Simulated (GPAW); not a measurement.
# Optical response of GaP

Aim: the dielectric function of GaP, and the optical constants that follow from it.

Method: DFT, PBE, plane-wave PAW (GPAW data sets), scalar-relativistic, RPA, optical limit, in GPAW 26.7.0.

### Step 1. The starting structure

It takes space group F-43m (No. 216, cubic). The conventional cell has a = 5.451 Å, b = 5.451 Å, c = 5.451 Å, α = 90.00°, β = 90.00°, γ = 90.00°. Nearest to Ga lie 4 P at 2.36 Å. Nearest to P lie 4 Ga at 2.36 Å. Farther neighbours are not listed.

Structure file:

```xyz
2
Lattice="0.0000 2.7252 2.7252 2.7252 0.0000 2.7252 2.7252 2.7252 0.0000" Properties=species:S:1:pos:R:3 pbc="T T T"
Ga    0.0000    0.0000    0.0000
P     4.0879    4.0879    4.0879
```

### Step 2. Bands for the response

At the fixed density, many empty bands are solved on the mesh of the response, since the spectrum sums over them.

This step: DFT, PBE, plane-wave PAW (GPAW data sets), scalar-relativistic, bands at fixed density (GPAW 26.7.0).

File nscf.py:

```python
from ase.dft.bandgap import bandgap
from gpaw import GPAW, FermiDirac

calc = GPAW('gs.gpw').fixed_density(kpts={'size': (13, 13, 13), 'gamma': True}, nbands=34, convergence={'bands': 28},
                                    occupations=FermiDirac(0.001), txt='nscf.txt')
print('gap (eV)', bandgap(calc, output=None)[0])
print('direct gap (eV)', bandgap(calc, direct=True, output=None)[0])
print('top band over the Fermi level (eV)', min(calc.get_eigenvalues(kpt=k)[27] for k in range(len(calc.get_ibz_k_points()))) - calc.get_fermi_level())
calc.write('full.gpw', mode='all')
```

Run with:

```console
> OMP_NUM_THREADS=1 python nscf.py
```

Numbers of over 12 decimals in the logs are rounded to 6 here.

What it wrote:

```text
Diagonalizing LCAO Hamiltonian
Converting LCAO to pw mode
convergence criteria:
- Maximum integral of absolute [eigenst]ate change: 4e-08 eV^2 / valence electron
maximum number of iterations: 150

SCF iterations
|iter     |      energy | eigst |  dens |
|iter:   1||             | +3.62 |       |
|iter:   2||             | +1.86 |       |
|iter:   3||             | -0.20 |       |
|iter:   4||             | -1.69 |       |
|iter:   5||             | -3.42 |       |
|iter:   6||             | -4.79 |       |
|iter:   7||             | -6.36 |       |
|iter:   8||             | -7.21 |       |
|iter:   9||             | -7.92c|       |
SCF steps: 9
  __  _  _
 | _ |_)|_||  |
 |__||  | ||/\| - 26.7.0

Versions:
  Python: 3.12.14
  ASE:    3.29.0
  Numpy:  2.5.5
  Scipy:  1.18.1
  Libxc:  7.0.0

Input parameters:
  mode=PW(ecut=550.0),
  convergence={'bands': 28},
  gpts=array([21, 21, 21]),
  kpts=MonkhorstPack(size=(13, 13, 13), gamma=True),
  maxiter=150,
  nbands=34,
  occupations=Occupations(name='fermi-dirac', width=0.001, fixmagmom=False),
  parallel={},
  xc=XC(name='PBE')

--- standard output ---
gap (eV) 1.633598
direct gap (eV) 1.894894
top band over the Fermi level (eV) 28.831290
```

The job ended after 61 s (1 thread of Arm Neoverse V1, shared host; peak memory 0.21 GiB).

Numbers from this step:

```
gap on the k-mesh      : 1.634 eV
direct gap on the mesh : 1.895 eV
```

### Step 3. Dielectric function, RPA

Local fields let the induced charge screen the field inside the cell, which as a rule lowers ε, most along directions where the density is uneven.

This step: DFT, PBE, plane-wave PAW (GPAW data sets), scalar-relativistic, RPA, optical limit (GPAW 26.7.0).

File df.py:

```python
from gpaw.response.df import DielectricFunction

df = DielectricFunction('full.gpw', frequencies={'type': 'nonlinear', 'domega0': 0.03, 'omega2': 8},
                        ecut=70,
                        eta=0.12,
                        nbands=28,
                        txt='df.txt')
for direction in ['x']:
    df.get_dielectric_function(xc='RPA', direction=direction, filename=f'df_{direction}.csv')
```

Run with:

```console
> OMP_NUM_THREADS=1 python df.py
```

What it wrote:

```text
Using integrator: PointIntegrator
NonLinearFrequencyDescriptor(from 0.000 to 46.548 eV, 456 points)
Nonperiodic BCs:  [False False False]
Using integrator: PointIntegrator
NonLinearFrequencyDescriptor(from 0.000 to 46.548 eV, 456 points)
Nonperiodic BCs:  [False False False]

Calculating chi0 body with:
    Ground state adapter containing:
    Number of spins: 1
    Number of kpoints: 2197
    Number of irreducible kpoints: 84
    Number of completely occupied states: 4
    Number of partially occupied states: 4

    Linear response parametrization:
    q_c: [0.0, 0.0, 0.0]
    Number of frequency points: 456
    Planewave cutoff: 70.0
    Number of bands: 28
    Number of planewaves: 59
    Broadening (eta): 0.12

Integrating chi0 body.

Symmetries of q_c:
    Direct symmetries (Uq -> q): 24
    Indirect symmetries (TUq -> q): 24
In total 48 allowed symmetries.

84 groups of equivalent kpoints. 96.176604% reduction.

Integral kind: spectral function

Calculating chi0 optical extensions with:
    Ground state adapter containing:
    Number of spins: 1
    Number of kpoints: 2197
    Number of irreducible kpoints: 84
    Number of completely occupied states: 4
    Number of partially occupied states: 4

    Linear response parametrization:
    Number of frequency points: 456
    Planewave cutoff: 70.0
    Number of bands: 28
    Number of planewaves: 59
    Broadening (eta): 0.12
Integrating chi0 head and wings.

Symmetries of q_c:
    Direct symmetries (Uq -> q): 24
    Indirect symmetries (TUq -> q): 24
In total 48 allowed symmetries.

84 groups of equivalent kpoints. 96.176604% reduction.

Integral kind: spectral function wings
```

Run time: 7.9 s. Hardware: 1 thread; peak memory 0.27 GiB.

This step gave:

- electronic dielectric constant ε∞, mean over x, y and z (by symmetry where fewer were run): 9.401
- main peak of Im epsilon, first axis: 4.462 eV

Some rows of df_x.csv (energy; Re and Im without local fields; Re and Im with them):

```text
0.000000, 10.563575, -0.000000, 9.400877, 0.000000
0.429336, 10.670381, 0.060970, 9.493178, 0.052712
0.878195, 11.034631, 0.139086, 9.808434, 0.120566
1.347938, 11.802590, 0.273039, 10.476389, 0.238822
1.840057, 13.314289, 0.965717, 11.795400, 0.896136
2.356191, 16.346963, 2.470896, 14.401709, 2.223969
2.898142, 14.482964, 10.513804, 12.650068, 9.564173
3.467895, 15.053480, 11.577816, 12.634566, 9.932586
4.067647, 15.159670, 19.992956, 12.786755, 15.212482
4.699832, 0.637111, 16.640144, 1.437924, 13.568531
5.367152, -7.437978, 11.300261, -6.322137, 10.939265
6.072622, -5.451229, 7.612507, -4.284579, 6.906934
6.819608, -7.173293, 5.445314, -5.979986, 6.438604
7.611886, -3.857481, 3.764401, -3.004191, 3.676909
8.453705, -2.624922, 2.510467, -2.085373, 2.303962
9.349861, -2.590643, 1.777899, -2.065773, 2.006216
10.305790, -2.211151, 1.411218, -1.658263, 1.823152
11.327680, -1.483965, 0.845377, -1.217544, 1.080200
12.422601, -1.009968, 0.638783, -0.759175, 0.780395
13.598673, -0.653173, 0.436432, -0.470217, 0.565802
```

Values under the direct gap are tails of Lorentzian lines. The Im ε, E ∥ x by photon energy; read off at these points:

photon energy (eV), Im ε, E ∥ x and a bar:
```
    0.000        0.0 
    0.250        0.0 
    0.500        0.1 
    0.750        0.1 
    1.000        0.1 
    1.250        0.2 
    1.500        0.3 
    1.750        0.6 #
    2.000        0.9 #
    2.250        1.3 ##
    2.500        3.0 ####
    2.750        6.7 ##########
    2.859       10.1 ##############
    3.000        7.4 ##########
    3.250        8.9 #############
    3.500       10.2 ##############
    3.750       10.0 ##############
    4.000       14.0 ####################
    4.250       17.9 #########################
    4.500       21.1 ##############################
    4.750       13.7 ###################
    5.000       18.5 ##########################
    5.077       19.6 ############################
    5.250       14.1 ####################
    5.500        9.3 #############
    5.750        8.9 #############
    6.000        7.6 ###########
    6.250        5.9 ########
    6.500        7.8 ###########
    6.656        9.0 #############
    6.750        7.8 ###########
    7.000        4.4 ######
    7.250        3.5 #####
    7.500        3.6 #####
    7.750        3.5 #####
    8.000        2.6 ####
    8.250        2.4 ###
    8.500        2.3 ###
    8.750        2.6 ####
    9.000        2.4 ###
    9.250        2.2 ###
    9.500        1.9 ###
    9.750        1.6 ##
   10.000        1.7 ##
   10.250        1.9 ###
   10.500        1.4 ##
   10.750        1.1 ##
   11.000        1.3 ##
   11.250        1.1 ##
   11.500        1.0 #
   11.750        0.9 #
   12.000        0.8 #
   12.250        0.7 #
   12.500        0.8 #
   12.750        0.7 #
   13.000        0.6 #
   13.250        0.5 #
   13.500        0.6 #
   13.750        0.5 #
```

The Re ε, E ∥ x by photon energy:

photon energy (eV), Re ε, E ∥ x and a bar from the least value:
```
      0.0        9.4 ######################
      0.5        9.5 #######################
      1.0        9.9 #######################
      1.5       10.8 #########################
      2.0       12.0 ##########################
      2.5       14.4 ##############################
      3.0       12.5 ###########################
      3.5       12.5 ###########################
      4.0       13.2 ############################
      4.5        2.2 ###########
      5.0        1.0 #########
      5.5       -5.1 
      6.0       -4.7 #
      6.5       -1.8 #####
      7.0       -5.1 
      7.5       -3.0 ###
      8.0       -2.7 ####
      8.5       -1.9 #####
      9.0       -2.0 #####
      9.5       -1.9 #####
     10.0       -1.4 ######
     10.5       -1.7 #####
     11.0       -1.1 ######
     11.5       -1.2 ######
     12.0       -1.0 ######
     12.5       -0.8 #######
     13.0       -0.7 #######
     13.5       -0.5 #######
```

Refractive index n and extinction k against photon energy:

```tsv
photon energy (eV)	n	k
0.0	3.07	0
0.5	3.09	0.0101
1.0	3.15	0.0228
1.5	3.29	0.0470
2.0	3.46	0.133
2.5	3.81	0.389
3.0	3.68	1.00
3.5	3.78	1.34
4.0	4.02	1.74
4.5	3.42	3.09
5.0	3.13	2.96
5.5	1.65	2.80
6.0	1.46	2.60
6.5	1.76	2.22
7.0	0.910	2.44
7.5	0.909	1.97
8.0	0.725	1.80
8.5	0.737	1.58
9.0	0.745	1.60
9.5	0.617	1.50
10.0	0.620	1.33
10.5	0.500	1.40
11.0	0.550	1.19
11.5	0.427	1.18
12.0	0.388	1.09
12.5	0.397	0.964
13.0	0.334	0.894
13.5	0.364	0.775
```

The reflectivity at normal incidence, E ∥ x has structure finer than the step of the table below, so its rows give means over 0.25 eV, whole bins alone (the curve runs from 0 to 14.0 eV). Peaks (eV: height): 4.516: 53.3, 5.221: 60.2, 5.969: 54.9, 6.985: 62.2, 7.847: 58.1, 10.663: 54.3, 12.102: 52.7.

Reflectivity at normal incidence, E ∥ x against photon energy; means over each step:

photon energy (eV), reflectivity at normal incidence, E ∥ x (%) and a bar from the least value:
```
     0.25       25.9 
     0.50       26.1 
     0.75       26.4 
     1.00       26.9 #
     1.25       27.6 #
     1.50       28.5 ##
     1.75       29.8 ###
     2.00       30.7 ####
     2.25       33.1 ######
     2.50       34.9 ########
     2.75       39.1 ###########
     3.00       36.7 #########
     3.25       37.6 ##########
     3.50       38.6 ###########
     3.75       38.8 ###########
     4.00       43.0 ##############
     4.25       46.9 ##################
     4.50       51.7 ######################
     4.75       46.0 #################
     5.00       51.8 ######################
     5.25       59.4 ############################
     5.50       55.4 #########################
     5.75       49.4 ####################
     6.00       53.8 ########################
     6.25       47.0 ##################
     6.50       44.6 ################
     6.75       57.0 ##########################
     7.00       61.4 ##############################
     7.25       57.6 ###########################
     7.50       51.8 ######################
     7.75       54.8 ########################
     8.00       54.0 ########################
     8.25       51.1 #####################
     8.50       46.5 #################
     8.75       45.4 ################
     9.00       47.0 ##################
     9.25       48.7 ###################
     9.50       49.7 ####################
     9.75       48.6 ###################
    10.00       43.7 ###############
    10.25       44.4 ################
    10.50       52.3 ######################
    10.75       51.6 ######################
    11.00       43.7 ###############
    11.25       48.5 ###################
    11.50       50.0 ####################
    11.75       48.9 ###################
    12.00       50.0 ####################
    12.25       48.7 ###################
    12.50       44.9 ################
    12.75       46.8 ##################
    13.00       48.3 ###################
    13.25       46.8 ##################
    13.50       41.4 #############
    13.75       41.5 #############
```

The Im ε, E ∥ x has structure finer than the step of the table below, so its rows give means over 0.5 eV, whole bins alone (the curve runs from 0 to 14.0 eV). Peaks (eV: height): without local fields 4.42: 26.8, 5.03: 21.5; with local fields 2.86: 10.1, 4.47: 21.8, 5.08: 19.6, 6.66: 8.99.

Values under the direct gap are tails of Lorentzian lines. Table of Im ε, E ∥ x by photon energy; means over each step:

```tsv
photon energy (eV)	without local fields	with local fields
0.5	0.0727	0.0629
1.0	0.169	0.147
1.5	0.381	0.338
2.0	1.05	0.950
2.5	3.53	3.13
3.0	9.53	8.45
3.5	11.6	9.95
4.0	18.0	13.9
4.5	22.2	18.1
5.0	19.4	17.1
5.5	10.7	9.84
6.0	8.76	7.74
6.5	8.34	7.57
7.0	4.33	4.87
7.5	3.61	3.55
8.0	2.73	2.71
8.5	2.64	2.45
9.0	2.29	2.37
9.5	1.70	1.86
10.0	1.60	1.69
10.5	1.12	1.44
11.0	1.04	1.21
11.5	0.776	0.993
12.0	0.647	0.812
12.5	0.597	0.740
13.0	0.461	0.597
13.5	0.442	0.545
```

At chosen wavelengths:

```tsv
wavelength (nm)	n	k	R (%)	1/α
1064	3.19	0.029	27.3	3.0 µm
800	3.31	0.052	28.7	1.2 µm
633	3.45	0.143	30.3	353 nm
450	4.26	0.816	39.9	44 nm
308	4.03	1.787	43.4	14 nm
248	3.13	2.955	51.5	6.7 nm
193	1.68	2.110	42.3	7.3 nm
```

Below the direct gap, k and the depth come from the tails of the Lorentzian lines, not from transitions.

Rows near the edge hang on the gap, which this functional as a rule makes too small, and phonon-assisted absorption is left out.

### Step 4. Outcome

| Quantity | Value |
| --- | --- |
| electronic dielectric constant ε∞, mean over x, y and z (by symmetry where fewer were run) (RPA) | 9.40 |
| main peak of Im epsilon, first axis | 4.46 eV |

At this level (PBE, RPA) GaP has ε∞ = 9.40 and n = 3.12 at 1550 nm, and Im ε peaks at 4.5 eV. On the mesh the gap is 1.63 eV and the least direct gap 1.89 eV, so on this mesh the band edges lie at different points. Local fields change the static value along x from 10.56 to 9.40 (-11 %). Distinct maxima of Im ε, read by a parabola through the highest points, lie at 2.86 eV (10), 3.62 eV (11), 4.46 eV (22) and 5.08 eV (20). Excitons and phonon-assisted transitions are missing; PBE gaps are as a rule too small, which pulls the onset down and ε∞ up. The sum runs over mesh points, so small or evenly spaced maxima can still be ripples of the mesh.

[Machine, clock and banner lines and Python warnings are left out of the logs.]

[Logs are printed without paths, hosts, clocks, repeated set-up lines and the standing remarks that a program may print on its own settings, such as how far it seeks lower states.]

[Hosts, paths, dates, database ids (printed as entryN), source tags and the programs' standing remarks are cut or masked in the printed files.]
